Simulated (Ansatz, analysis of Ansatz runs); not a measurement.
# Migration in Al3GaN4 (Pm): V_N hop (3.1 Å), charge 0

Wanted: path and barrier of a jump of N in Al3GaN4 (Pm) at charge 0. The case: V_N hop (3.1 Å), in a cell of 96 host atoms with 1 N taken out.

Main program and level: Ansatz 0.2.0; plane-wave PAW DFT, PBEsol; nudged elastic band between two relaxed defect structures.

## Step 1: The structure

The cell holds 95 atoms: 36 Al, 12 Ga and 47 N. Its edges and angles: a = 10.087 Å, b = 9.390 Å, c = 10.836 Å, α = 90.0°, β = 90.0°, γ = 90.0°. It derives from Al3GaN4 (space group Pm). Nearest the centre at fractional (0.437, 0.500, 0.502): Al66 at 1.12 Å, N23 at 1.54 Å, Al25 at 2.08 Å, Al75 at 2.45 Å, Al90 at 2.45 Å, N32 at 2.67 Å, N48 at 2.67 Å, N84 at 2.69 Å.

The cell's shortest repeat is 9.4 Å.

## Step 2: Relaxation of the start point, charge 0

A barrier is counted from a minimum, so both ends are relaxed first. Small random displacements break the symmetry of the ideal sites, so that the defect can distort if it gains by it. The cell holds an odd number of electrons, so the run is spin-polarised with the moment held at 1 μB.

q0_M1.start/input.yaml

```yaml
crystal:
  lattice:
    - [10.08692303, 0.0, 0.00025291]
    - [0.0, 9.39015873, 0.0]
    - [-0.00644803, 0.0, 10.83602103]
  atoms:
    - { symbol: Al, position: [0.25011431, 0.16666667, 0.08366544] }
    - { symbol: Al, position: [0.00045971, 0.16666667, 0.41740264] }
    - { symbol: Al, position: [0.00054365, 0.0, 0.16584605] }
    - { symbol: Ga, position: [0.24970977, 0.0, 0.33310103] }
    - { symbol: "N", position: [0.05558724, 0.0, 0.33316332] }
    - { symbol: "N", position: [0.06122767, 0.16666667, 0.08357752] }
    - { symbol: "N", position: [0.31256197, 0.16666667, 0.4200968] }
    - { symbol: "N", position: [0.31159519, 0.0, 0.16314769] }
    - { symbol: Al, position: [0.25011431, 0.16666667, 0.58366544] }
    - { symbol: Al, position: [0.00045971, 0.16666667, 0.91740264] }
    - { symbol: Al, position: [0.00054365, 0.0, 0.66584605] }
    - { symbol: Ga, position: [0.24970977, 0.0, 0.83310103] }
    - { symbol: "N", position: [0.05558724, 0.0, 0.83316332] }
    - { symbol: "N", position: [0.06122767, 0.16666667, 0.58357752] }
    - { symbol: "N", position: [0.31256197, 0.16666667, 0.9200968] }
    - { symbol: "N", position: [0.31159519, 0.0, 0.66314769] }
    - { symbol: Al, position: [0.25011431, 0.5, 0.08366544] }
    - { symbol: Al, position: [0.00045971, 0.5, 0.41740264] }
    - { symbol: Al, position: [0.00054365, 0.33333333, 0.16584605] }
    - { symbol: Ga, position: [0.24970977, 0.33333333, 0.33310103] }
    - { symbol: "N", position: [0.05558724, 0.33333333, 0.33316332] }
    - { symbol: "N", position: [0.06122767, 0.5, 0.08357752] }
    - { symbol: "N", position: [0.31256197, 0.5, 0.4200968] }
    - { symbol: "N", position: [0.31159519, 0.33333333, 0.16314769] }
    - { symbol: Al, position: [0.25011431, 0.5, 0.58366544] }
    - { symbol: Al, position: [0.00045971, 0.5, 0.91740264] }
    - { symbol: Al, position: [0.00054365, 0.33333333, 0.66584605] }
    - { symbol: Ga, position: [0.24970977, 0.33333333, 0.83310103] }
    - { symbol: "N", position: [0.05558724, 0.33333333, 0.83316332] }
    - { symbol: "N", position: [0.06122767, 0.5, 0.58357752] }
    - { symbol: "N", position: [0.31256197, 0.5, 0.9200968] }
    - { symbol: "N", position: [0.31159519, 0.33333333, 0.66314769] }
    - { symbol: Al, position: [0.25011431, 0.83333333, 0.08366544] }
    - { symbol: Al, position: [0.00045971, 0.83333333, 0.41740264] }
    - { symbol: Al, position: [0.00054365, 0.66666667, 0.16584605] }
    - { symbol: Ga, position: [0.24970977, 0.66666667, 0.33310103] }
    - { symbol: "N", position: [0.05558724, 0.66666667, 0.33316332] }
    - { symbol: "N", position: [0.06122767, 0.83333333, 0.08357752] }
    - { symbol: "N", position: [0.31256197, 0.83333333, 0.4200968] }
    - { symbol: "N", position: [0.31159519, 0.66666667, 0.16314769] }
    - { symbol: Al, position: [0.25011431, 0.83333333, 0.58366544] }
    - { symbol: Al, position: [0.00045971, 0.83333333, 0.91740264] }
    - { symbol: Al, position: [0.00054365, 0.66666667, 0.66584605] }
    - { symbol: Ga, position: [0.24970977, 0.66666667, 0.83310103] }
    - { symbol: "N", position: [0.05558724, 0.66666667, 0.83316332] }
    - { symbol: "N", position: [0.06122767, 0.83333333, 0.58357752] }
    - { symbol: "N", position: [0.31256197, 0.83333333, 0.9200968] }
    - { symbol: "N", position: [0.31159519, 0.66666667, 0.66314769] }
    - { symbol: Al, position: [0.75011431, 0.16666667, 0.08366544] }
    - { symbol: Al, position: [0.50045971, 0.16666667, 0.41740264] }
    - { symbol: Al, position: [0.50054365, 0.0, 0.16584605] }
    - { symbol: Ga, position: [0.74970977, 0.0, 0.33310103] }
    - { symbol: "N", position: [0.55558724, 0.0, 0.33316332] }
    - { symbol: "N", position: [0.56122767, 0.16666667, 0.08357752] }
    - { symbol: "N", position: [0.81256197, 0.16666667, 0.4200968] }
    - { symbol: "N", position: [0.81159519, 0.0, 0.16314769] }
    - { symbol: Al, position: [0.75011431, 0.16666667, 0.58366544] }
    - { symbol: Al, position: [0.50045971, 0.16666667, 0.91740264] }
    - { symbol: Al, position: [0.50054365, 0.0, 0.66584605] }
    - { symbol: Ga, position: [0.74970977, 0.0, 0.83310103] }
    - { symbol: "N", position: [0.55558724, 0.0, 0.83316332] }
    - { symbol: "N", position: [0.56122767, 0.16666667, 0.58357752] }
    - { symbol: "N", position: [0.81256197, 0.16666667, 0.9200968] }
    - { symbol: "N", position: [0.81159519, 0.0, 0.66314769] }
    - { symbol: Al, position: [0.75011431, 0.5, 0.08366544] }
    - { symbol: Al, position: [0.50045971, 0.5, 0.41740264] }
    - { symbol: Al, position: [0.50054365, 0.33333333, 0.16584605] }
    - { symbol: Ga, position: [0.74970977, 0.33333333, 0.33310103] }
    - { symbol: "N", position: [0.55558724, 0.33333333, 0.33316332] }
    - { symbol: "N", position: [0.56122767, 0.5, 0.08357752] }
    - { symbol: "N", position: [0.81256197, 0.5, 0.4200968] }
    - { symbol: "N", position: [0.81159519, 0.33333333, 0.16314769] }
    - { symbol: Al, position: [0.75011431, 0.5, 0.58366544] }
    - { symbol: Al, position: [0.50045971, 0.5, 0.91740264] }
    - { symbol: Al, position: [0.50054365, 0.33333333, 0.66584605] }
    - { symbol: Ga, position: [0.74970977, 0.33333333, 0.83310103] }
    - { symbol: "N", position: [0.55558724, 0.33333333, 0.83316332] }
    - { symbol: "N", position: [0.81256197, 0.5, 0.9200968] }
    - { symbol: "N", position: [0.81159519, 0.33333333, 0.66314769] }
    - { symbol: Al, position: [0.75011431, 0.83333333, 0.08366544] }
    - { symbol: Al, position: [0.50045971, 0.83333333, 0.41740264] }
    - { symbol: Al, position: [0.50054365, 0.66666667, 0.16584605] }
    - { symbol: Ga, position: [0.74970977, 0.66666667, 0.33310103] }
    - { symbol: "N", position: [0.55558724, 0.66666667, 0.33316332] }
    - { symbol: "N", position: [0.56122767, 0.83333333, 0.08357752] }
    - { symbol: "N", position: [0.81256197, 0.83333333, 0.4200968] }
    - { symbol: "N", position: [0.81159519, 0.66666667, 0.16314769] }
    - { symbol: Al, position: [0.75011431, 0.83333333, 0.58366544] }
    - { symbol: Al, position: [0.50045971, 0.83333333, 0.91740264] }
    - { symbol: Al, position: [0.50054365, 0.66666667, 0.66584605] }
    - { symbol: Ga, position: [0.74970977, 0.66666667, 0.83310103] }
    - { symbol: "N", position: [0.55558724, 0.66666667, 0.83316332] }
    - { symbol: "N", position: [0.56122767, 0.83333333, 0.58357752] }
    - { symbol: "N", position: [0.81256197, 0.83333333, 0.9200968] }
    - { symbol: "N", position: [0.81159519, 0.66666667, 0.66314769] }
basis:
  ecutwfc: 420
  xc_grid: 2
hamiltonian:
  xc: pbesol
kpoints:
  mp_grid: { grid: [1, 1, 1], shift: [0.25, 0.25, 0.25] }
magnetization:
  spin_polarized: true
  initial_magnetization: 1
  spin_locking: { lock_magnetization: hard }
scf:
  occupations: { method: fixed }
  max_iter: 150
output:
  forces: true
relax:
  f_tol: 0.02
  max_steps: 70
  random_displacement: { amplitude: 0.03, seed: 4649 }
```

Launch:

```bash
ansatz run input.yaml --threads 32 --pin off --max-ram 84787MiB --backend cuda --events-out ev --progress --plain --runs-dir out --max-vram 78GiB
```

Numbers of over 12 decimals in the logs are rounded to 6 here.

Log:

```text
[... repeated set-up lines and file paths are left out, and long positions are rounded to six places ...]
The last accepted step is kept in <dir> (removed where the run ends without a failure and the disk answers)
Engine: ansatz 0.2.0, aarch64-unknown-linux-gnu
Pseudopotentials: kind: paw
Pseudopotential: Al, paw, valence charge 3, recommended cutoff 420 eV (normal), Al.paw.azcp
Pseudopotential: Ga, paw, valence charge 13, recommended cutoff 420 eV (normal), Ga.paw.azcp
Pseudopotential: N, paw, valence charge 5, recommended cutoff 420 eV (normal), N.paw.azcp
Functional definition: PBEsol
  exchange = pbesol_x
  correlation = pbesol_c
[...]
Crystal: 95 atoms, lattice volume = 1026.364 Å³
Basis set: ecut = 420 eV, 20007 PW (Γ), exchange–correlation on 144×128×150 points (8 copies of the dense FFT grid, shifted against one another)
Bands: 345, of which v1, the nominal top of the filled ones, is band 250 counted from 1 (249 counted from 0)
Symmetry: 1 space group operations
k-points: 1
Non-local potential: Al, projectors of the file, l = 0: 2, l = 1: 2, l = 2: 1
Non-local potential: Ga, projectors of the file, l = 0: 2, l = 1: 2, l = 2: 3, l = 3: 1
Non-local potential: N, projectors of the file, l = 0: 2, l = 1: 2, l = 2: 1
PAW form: soft (Blöchl's): semilocal exchange-correlation on the pseudo side does not see the compensation charge
PAW frozen core: Al, regenerated for the run's functional, and the local potential with it (the file was generated under x = pbe(κ = 0.804, μ = 0.219515), c = pbe(β = 0.066725))
PAW frozen core: Ga, regenerated for the run's functional, and the local potential with it (the file was generated under x = pbe(κ = 0.804, μ = 0.219515), c = pbe(β = 0.066725))
PAW frozen core: N, regenerated for the run's functional, and the local potential with it (the file was generated under x = pbe(κ = 0.804, μ = 0.219515), c = pbe(β = 0.066725))
PAW one-centre angular grid: Al, 110 points (default); XC on 64 Gauss nodes
PAW one-centre angular grid: Ga, 590 points (default); XC on 64 Gauss nodes
PAW one-centre angular grid: N, 110 points (default); XC on 64 Gauss nodes
Initial density: superposition of atomic densities (chi_scale 0.1, normalization cell, long waves kept (reshape's long-wave potential 0.26 eV rms))
Starting moments: Σ|m| = 1 μB on 95 of 95 sites
Initial wavefunctions: pseudopotential atomic-orbital guess
[...]
Functional: x = pbesol(κ = 0.804, μ = 0.123457), c = pbesol(β = 0.046)
SCF iter   1: F=—  HF=-81754.712924 eV  |F-HF|=—  |Δ(HF+E_count)|=         —  Δρ=6.09e-2 (↑6.03e-2 ↓6.09e-2)  dr2=1.69e2  dr2_m=2.13e-2  M=1.000 μB ∫|m|=1.010 μB  β_m=0.30  ethr=3.10e-3  ⟨swp⟩=5.0  Hψ=2080  notcnv=0  defer=186
preconditioner: auto → Resta (q_TF=auto, 2.419 Å⁻¹)  ε∞=3.7  [insulator: Δε(μ)=0.259 eV  Ē_g=15.718 eV  n_scr=252 (ndim 8)  ℏωp=25.9 eV  f_vac=0.000  ε∞_Penn≈3.7]
spin=Collinear: Resta preconditioning applied to the charge; magnetization (m = ρ↑ − ρ↓) channel mixes plain (no charge-response kernel on spin).
SCF iter   2: F=—  HF=-81716.503627 eV  |F-HF|=—  |Δ(HF+E_count)|=    3.82e1  Δρ=3.20e-2 (↑3.15e-2 ↓3.20e-2)  dr2=4.40e1  dr2_m=2.65e-2  M=1.000 μB ∫|m|=1.010 μB  β_m=0.44  ethr=3.10e-3  ⟨swp⟩=3.0  Hψ=1216  notcnv=0  defer=184
[...]
SCF iter   9: F=-81702.778815 eV  HF=-81702.778816 eV  |F-HF|=5.88e-7  |Δ(HF+E_count)|=   1.35e-6  Δρ=7.59e-6 (↑7.59e-6 ↓7.55e-6)  dr2=2.54e-6  dr2_m=1.45e-8  M=1.000 μB ∫|m|=1.063 μB  ethr=2.00e-9  ⟨swp⟩=2.0  Hψ=2200  notcnv=0
SCF 1 converged in 9 iterations: F = -81702.778815 eV  dr2 = 2.54e-6
  greatest PAW one-centre occupation: 0.996 electrons in one spin orbital (limit 2), on the Ga atom at site 82 (counted from 0), in its partial waves of l = 2
relax step   1: F+E_penalty+E_count = -81702.77881529 eV  Δ(F+E_penalty+E_count) = +0.000e0 eV  max|allowed force component| = 1.157e0 eV/Å  Δτ_max = 0.0000 Å  (9 SCF iters, dr2 threshold 1.00e-5 eV, accepted)
[... the SCF cycles and remarks between the steps are left out from here to the last step ...]
relax step   2: F+E_penalty+E_count = -81703.53272915 eV  Δ(F+E_penalty+E_count) = -7.539e-1 eV  max|allowed force component| = 6.080e-1 eV/Å  Δτ_max = 0.0792 Å  (5 SCF iters, dr2 threshold 8.37e-5 eV, accepted)
relax step   3: F+E_penalty+E_count = -81703.81733971 eV  Δ(F+E_penalty+E_count) = -2.846e-1 eV  max|allowed force component| = 2.301e-1 eV/Å  Δτ_max = 0.0715 Å  (6 SCF iters, dr2 threshold 2.31e-5 eV, accepted)
relax step   4: F+E_penalty+E_count = -81703.46135522 eV  Δ(F+E_penalty+E_count) = +3.560e-1 eV  max|allowed force component| = 1.081e0 eV/Å  Δτ_max = 0.1523 Å  (7 SCF iters, dr2 threshold 7.58e-6 eV, rejected (line search))
relax step   5: F+E_penalty+E_count = -81703.83350418 eV  Δ(F+E_penalty+E_count) = -1.616e-2 eV  max|allowed force component| = 4.039e-2 eV/Å  Δτ_max = 0.0197 Å  (9 SCF iters, accepted)
[...]
SCF 6 converged in 6 iterations: F = -81703.834098 eV  dr2 = 6.63e-9
relax step   6: F+E_penalty+E_count = -81703.83409812 eV  Δ(F+E_penalty+E_count) = -5.939e-4 eV  max|allowed force component| = 1.295e-2 eV/Å  Δτ_max = 0.0041 Å  (6 SCF iters, accepted)
SCF converged after 6 iterations
[...]
- { symbol: N, position: [0.313118, 0.832288, 0.418882] }
    - { symbol: N, position: [0.311749, 0.666289, 0.162642] }
    - { symbol: Al, position: [0.253500, 0.831863, 0.582866] }
    - { symbol: Al, position: [0.001596, 0.833584, 0.917485] }
    - { symbol: Al, position: [0.004834, 0.668401, 0.666472] }
    - { symbol: Ga, position: [0.252965, 0.665920, 0.832346] }
    - { symbol: N, position: [0.058837, 0.667045, 0.833520] }
    - { symbol: N, position: [0.064649, 0.833969, 0.583103] }
    - { symbol: N, position: [0.313223, 0.833430, 0.919733] }
    - { symbol: N, position: [0.318377, 0.663651, 0.661601] }
    - { symbol: Al, position: [0.749921, 0.167035, 0.083071] }
    - { symbol: Al, position: [0.500249, 0.165808, 0.417027] }
    - { symbol: Al, position: [0.500475, 6.51516050046293e-6, 0.165346] }
    - { symbol: Ga, position: [0.749322, -1.7735222441498674e-5, 0.332972] }
    - { symbol: N, position: [0.555272, -0.001780, 0.332665] }
    - { symbol: N, position: [0.561015, 0.166120, 0.080646] }
    - { symbol: N, position: [0.812499, 0.166555, 0.419800] }
    - { symbol: N, position: [0.811468, 0.000563, 0.163096] }
    - { symbol: Al, position: [0.750713, 0.167631, 0.583260] }
    - { symbol: Al, position: [0.500472, 0.167784, 0.914208] }
    - { symbol: Al, position: [0.501133, -0.000780, 0.666123] }
    - { symbol: Ga, position: [0.750549, 0.000425, 0.833102] }
    - { symbol: N, position: [0.556374, -0.000253, 0.833004] }
    - { symbol: N, position: [0.562719, 0.163336, 0.582655] }
    - { symbol: N, position: [0.811976, 0.168231, 0.919333] }
    - { symbol: N, position: [0.813022, 0.001738, 0.663291] }
    - { symbol: Al, position: [0.749960, 0.499955, 0.083574] }
    - { symbol: Al, position: [0.496059, 0.488742, 0.419265] }
    - { symbol: Al, position: [0.500136, 0.332007, 0.163222] }
    - { symbol: Ga, position: [0.749725, 0.333144, 0.333205] }
    - { symbol: N, position: [0.556536, 0.329063, 0.328915] }
    - { symbol: N, position: [0.561092, 0.499060, 0.082397] }
    - { symbol: N, position: [0.809597, 0.499996, 0.423398] }
    - { symbol: N, position: [0.811544, 0.333607, 0.163085] }
    - { symbol: Al, position: [0.749657, 0.508321, 0.588862] }
    - { symbol: Al, position: [0.500755, 0.499908, 0.915972] }
    - { symbol: Al, position: [0.497767, 0.333320, 0.655974] }
    - { symbol: Ga, position: [0.748586, 0.334970, 0.831931] }
    - { symbol: N, position: [0.554324, 0.335396, 0.826654] }
    - { symbol: N, position: [0.813009, 0.500680, 0.920080] }
    - { symbol: N, position: [0.809911, 0.336367, 0.662021] }
    - { symbol: Al, position: [0.750186, 0.833406, 0.084508] }
    - { symbol: Al, position: [0.500777, 0.831009, 0.417179] }
    - { symbol: Al, position: [0.500512, 0.664388, 0.167233] }
    - { symbol: Ga, position: [0.748484, 0.665916, 0.334604] }
    - { symbol: N, position: [0.554212, 0.660293, 0.337079] }
    - { symbol: N, position: [0.561309, 0.832193, 0.085399] }
    - { symbol: N, position: [0.812862, 0.833534, 0.420059] }
    - { symbol: N, position: [0.810596, 0.666335, 0.164208] }
    - { symbol: Al, position: [0.751910, 0.835387, 0.583766] }
    - { symbol: Al, position: [0.500867, 0.834407, 0.919025] }
    - { symbol: Al, position: [0.509717, 0.666168, 0.666903] }
    - { symbol: Ga, position: [0.751157, 0.668074, 0.834102] }
    - { symbol: N, position: [0.557045, 0.668299, 0.835705] }
    - { symbol: N, position: [0.562896, 0.833874, 0.582872] }
    - { symbol: N, position: [0.813626, 0.834469, 0.921269] }
    - { symbol: N, position: [0.817810, 0.672929, 0.665837] }
```

Wall time 6 s (1 × NVIDIA GB200 with 32 threads of Arm Neoverse V2, shared host); peak memory 1.5 GiB; 23 s of CPU time.

The steps of the relaxation:

| step | energy less that of the first step (eV) | largest force component (eV/Å) |
| --- | --- | --- |
| 1 | 0.0000 | 1.1572 |
| 2 | -0.7539 | 0.6080 |
| 3 | -1.0385 | 0.2301 |
| 4 | -0.6825 | 1.0812 |
| 5 | -1.0547 | 0.0404 |
| 6 | -1.0553 | 0.0130 |

Relaxation step 4 was tried and not accepted.

The atoms that moved most (Å, from the sites as typed, ahead of the random displacement, the mean shift of all atoms taken out):

| atom | dx | dy | dz | length |
| --- | --- | --- | --- | --- |
| Al66 | -0.047 | -0.104 | 0.023 | 0.117 |
| Al75 | -0.030 | 0.001 | -0.104 | 0.108 |
| Al73 | -0.007 | 0.079 | 0.059 | 0.100 |
| Al90 | 0.090 | -0.003 | 0.015 | 0.091 |
| N95 | 0.060 | 0.060 | 0.032 | 0.091 |
| N84 | -0.016 | -0.059 | 0.046 | 0.076 |
| N48 | 0.066 | -0.027 | -0.014 | 0.073 |
| N77 | -0.015 | 0.021 | -0.067 | 0.072 |

Neighbours of N23 at the end:

```csv
atom,distance (Å)
Al25,1.877
Al66,1.891
Ga36,1.922
Ga20,1.929
N84,3.028
N48,3.062
N30,3.071
N32,3.094
N69,3.119
Al18,3.121
N39,3.126
N7,3.131
N21,3.143
N37,3.147
```

This step gave:

```yaml
free_energy: -81703.8341 eV
total_moment: 1 μB
integral_of_the_absolute_spin_density: 1.080 μB
spin_contamination: 0.004106
r_m_s_move_of_the_farther_half_of_the_atoms: 0.01373 Å
largest_move_from_the_ideal_geometry_of_this_structure_a_common_shift_of_the_far_atoms_taken_out: 0.1219 Å
```

The relaxation gained 1.055 eV and ended with a largest force component of 0.013 eV/Å.

(Part 1 of 5 ends here.)

[Logs are printed without paths, hosts, clocks, repeated set-up lines and the standing remarks that a program may print on its own settings, such as how far it seeks lower states.]

[Hosts, paths, dates, database ids (printed as entryN), source tags and the programs' standing remarks are cut or masked in the printed files.]
